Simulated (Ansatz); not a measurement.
# How many bands does the GW gap of B4C (R-3m) need?, part 2 of 2

Wanted: a G0W0 gap for B4C (R-3m) that is converged in bands and cutoff, or an estimate of the limit.

Ansatz 0.2.0; G0W0 on LDA, plane waves, PAW. Known limits of the many-body steps: not at the basis limit.

So far. Step 2 (289 empty bands, screening to 110 eV): The gap on the mesh goes from 1.52 eV to 2.58 eV, a correction of +1.06 eV. Between the two edge states, bare exchange in place of the xc potential would open the gap by 7.35 eV, and correlation takes back 6.29 eV. Step 3 (658 empty bands, screening to 190 eV): Against the run with 4×4×4 mesh, 289 empty bands, screening to 110 eV, hard PAW files, the gap moves by +0.005 eV.

### 4. 1114 empty bands, screening to 270 eV

File input.yaml:

```yaml
crystal:
  lattice:
    - [2.8167559445, 1.6262548028, 4.02581659]
    - [-2.8167559445, 1.6262548028, 4.02581659]
    - [0.0, -3.2525096056, 4.02581659]
  atoms:
    - { symbol: B, position: [0.30861965, 0.80644137, 0.80644137] }
    - { symbol: B, position: [0.80644137, 0.80644137, 0.30861965] }
    - { symbol: B, position: [0.80644137, 0.30861965, 0.80644137] }
    - { symbol: B, position: [0.69138035, 0.19355863, 0.19355863] }
    - { symbol: B, position: [0.19355863, 0.19355863, 0.69138035] }
    - { symbol: B, position: [0.19355863, 0.69138035, 0.19355863] }
    - { symbol: B, position: [0.67011697, 0.99407128, 0.99407128] }
    - { symbol: B, position: [0.99407128, 0.99407128, 0.67011697] }
    - { symbol: B, position: [0.99407128, 0.67011697, 0.99407128] }
    - { symbol: B, position: [0.32988303, 0.00592872, 0.00592872] }
    - { symbol: B, position: [0.00592872, 0.00592872, 0.32988303] }
    - { symbol: B, position: [0.00592872, 0.32988303, 0.00592872] }
    - { symbol: C, position: [0.60986435, 0.60986435, 0.60986435] }
    - { symbol: C, position: [0.39013565, 0.39013565, 0.39013565] }
    - { symbol: C, position: [0.5, 0.5, 0.5] }
kpoints:
  mp_grid: { grid: [4, 4, 4] }
hamiltonian:
  xc: lda
  pseudopotentials: { kind: paw, source: ansatz }
scf:
  occupations: { method: fixed }
gw:
  n_empty_bands: 1114
  ecut_chi: 270.0
  qp_bands: [v4, c4]
  qp_kpoints: band_edges
  screening: { model: contour_deformation }
```

Command:

```sh
$ ansatz run input.yaml --threads 4 --pin off --max-ram 138240MiB --backend cuda --events-out ev --progress --plain --runs-dir out --devices 1 --max-vram 26GiB
```

Numbers of over 12 decimals in the logs are rounded to 6 here.

What it wrote:

```text
GPUs: using 1 of 1 available (devices: 1).
[...]
GPU FFT provider: cuFFT
GPU libraries: cuBLAS 13.8.2, cuFFT 12.4.0, cuSOLVER 12.3.4
Crystal: 15 atoms, lattice volume = 110.648 Å³
Basis set: ecut = 820 eV, 5887 PW (Γ)
Bands: 39, of which v1, the nominal top of the filled ones, is band 24 counted from 1 (23 counted from 0)
Symmetry: 12 space group operations
[...]
k-points: 13 of 64
[...]
0    28     13.5488    -7.4371    -5.0917   -12.9352  0.7919    13.9577    13.9553  root
[...]
12    25      9.6311    -9.3862    -4.8213   -14.6426  0.7636    10.0690    10.0661  root
    12    26      9.6311    -9.3862    -4.8213   -14.6426  0.7636    10.0690    10.0661  root
    12    27     12.0393    -8.7305    -4.6936   -13.7198  0.7979    12.3357    12.3349  root
    12    28     12.2968    -7.8986    -4.7844   -13.1585  0.7875    12.7753    12.7724  root
[key lines of the parts left out:]
SCF converged after 8 iterations
Free energy (F): -2526.480495 eV
Fermi energy:    7.772946 eV
```

Run time: 84 s. Hardware: 1 × NVIDIA H100 80GB HBM3 (shared by 3 runs) with 4 threads of AMD EPYC 7R13 (Zen 3), shared host; peak memory 5.4 GiB.

Numbers from this step:

| Item | Value |
| --- | --- |
| bands summed | 1138 |
| RPA ε∞ on this mesh (eigenvalues) | 7.428, 7.428, 9.021 |
| plane waves in the screening matrix | 1103 |
| G0W0 gap on the mesh | 2.581 eV |
| k of the valence top | 0, 0, 0.25 |
| k of the conduction bottom | 0, 0, -0.5 |
| starting gap on the mesh | 1.518 eV |
| least direct G0W0 gap on the computed points | 2.587 eV |

Against the run with 4×4×4 mesh, 658 empty bands, screening to 190 eV, hard PAW files, the gap moves by −0.005 eV.

### 5. Changing the k mesh: 6×6×6 mesh, 289 empty bands, screening to 110 eV, hard PAW files

Only the mesh changes. It samples the long-range screening, which converges on its own terms. Bands and cutoff differ from the step before, so it is read against an earlier run that matches them.

input.yaml, as its differences from that of step 4:

```diff
@@ -22,3 +22,3 @@
 kpoints:
-  mp_grid: { grid: [4, 4, 4] }
+  mp_grid: { grid: [6, 6, 6] }
 hamiltonian:
@@ -29,4 +29,4 @@
 gw:
-  n_empty_bands: 1114
-  ecut_chi: 270.0
+  n_empty_bands: 289
+  ecut_chi: 110.0
   qp_bands: [v4, c4]
```

What it wrote:

```text
GPUs: using 1 of 1 available (devices: 1).
[...]
GPU FFT provider: cuFFT
GPU libraries: cuBLAS 13.8.2, cuFFT 12.4.0, cuSOLVER 12.3.4
Crystal: 15 atoms, lattice volume = 110.648 Å³
Basis set: ecut = 820 eV, 5887 PW (Γ)
Bands: 39, of which v1, the nominal top of the filled ones, is band 24 counted from 1 (23 counted from 0)
Symmetry: 12 space group operations
[...]
k-points: 32 of 216
[...]
0    28     13.5487    -7.4491    -4.8283   -12.9352  0.7949    14.2126    14.2064  root
[...]
31    25      9.6308    -9.4219    -4.4669   -14.6427  0.7675    10.3937    10.3846  root
    31    26      9.6308    -9.4219    -4.4669   -14.6427  0.7675    10.3937    10.3846  root
    31    27     12.0392    -8.7538    -4.3932   -13.7197  0.8001    12.6146    12.6119  root
    31    28     12.2969    -7.9186    -4.5131   -13.1585  0.7896    13.0309    13.0237  root
[key lines of the parts left out:]
SCF converged after 8 iterations
Free energy (F): -2526.481342 eV
Fermi energy:    7.779282 eV
```

Elapsed: 2.2 min, on 1 × NVIDIA H100 80GB HBM3 (shared by 3 runs) with 4 threads; peak memory 2.7 GiB; 4.2 min of CPU time.

This step gave:

| Quantity | Value |
| --- | --- |
| bands summed | 313 |
| RPA ε∞ on this mesh (eigenvalues) | 7.415, 7.415, 9.087 |
| plane waves in the screening matrix | 295 |
| G0W0 gap on the mesh | 2.575 eV |
| k of the valence top | 0, 0, 0.3333 |
| k of the conduction bottom | 0, 0, -0.5 |
| starting gap on the mesh | 1.512 eV |
| least direct G0W0 gap on the computed points | 2.588 eV |

Against the run with 4×4×4 mesh, 289 empty bands, screening to 110 eV, hard PAW files, the gap moves by −0.005 eV. A band edge is found at another k point on this mesh.

### 6. Convergence and cost

Times are wall times on 1 × NVIDIA H100 80GB HBM3 (shared by 3 runs) with 4 threads of AMD EPYC 7R13 (Zen 3), shared host, good to a factor of about two.

```tsv
mesh	files	frequency	bands summed	cutoff (eV)	start (eV)	G0W0 (eV)	time	host memory (GiB)
4×4×4	hard PAW	contour deformation	313	110	1.518	2.581	23 s	1.7
4×4×4	hard PAW	contour deformation	682	190	1.518	2.586	42 s	3.0
4×4×4	hard PAW	contour deformation	1138	270	1.518	2.581	84 s	5.4
6×6×6	hard PAW	contour deformation	313	110	1.512	2.575	2.2 min	2.7
```

The parts of the quasiparticle energy at the two band edges (eV; QP = start + Σx + Σc − Vxc):

```tsv
run	edge	start	Σx	Σc	Vxc	Z	QP
313 bands	valence top	7.77	-16.95	2.16	-14.45	0.78	7.44
313 bands	conduction bottom	9.29	-9.78	-4.13	-14.64	0.77	10.02
682 bands	valence top	7.77	-16.95	1.92	-14.45	0.78	7.19
682 bands	conduction bottom	9.29	-9.78	-4.37	-14.64	0.77	9.78
1138 bands	valence top	7.77	-16.95	1.84	-14.45	0.78	7.12
1138 bands	conduction bottom	9.29	-9.78	-4.45	-14.64	0.77	9.70
```

### 7. Summary of results

```
313 bands, 110 eV  : 2.581 eV
682 bands, 190 eV  : 2.586 eV
1138 bands, 270 eV : 2.581 eV
mesh and start     : 4×4×4, LDA
```

In words: From 313 to 1138 bands the gap moves by +0.00 eV while the time grows 3.6-fold. Σc changes by −0.32 eV at the valence top and −0.32 eV at the conduction bottom, so the levels themselves move more than the gap between them. The gap turns back along the series, so no limit is drawn from it. On the 6×6×6 mesh in place of 4×4×4 the gap differs by −0.01 eV, of which −0.01 eV is already in the start. Gaps are over the mesh's points; an edge off the mesh would be missed.

[Paths, hosts, dates, memory and timing lines, banners, echoed tables and standing remarks are left out of the program output.]

[Logs are printed without paths, hosts, clocks, repeated set-up lines and the standing remarks that a program may print on its own settings, such as how far it seeks lower states.]

[Runs of the session that timed out or met a known fault of the program may be left out.]

[Cells called generated may have been cut or substituted from an entry of the Crystallography Open Database or the Materials Project.]

[Hosts, paths, dates, database ids (printed as entryN), source tags and the programs' standing remarks are cut or masked in the printed files.]
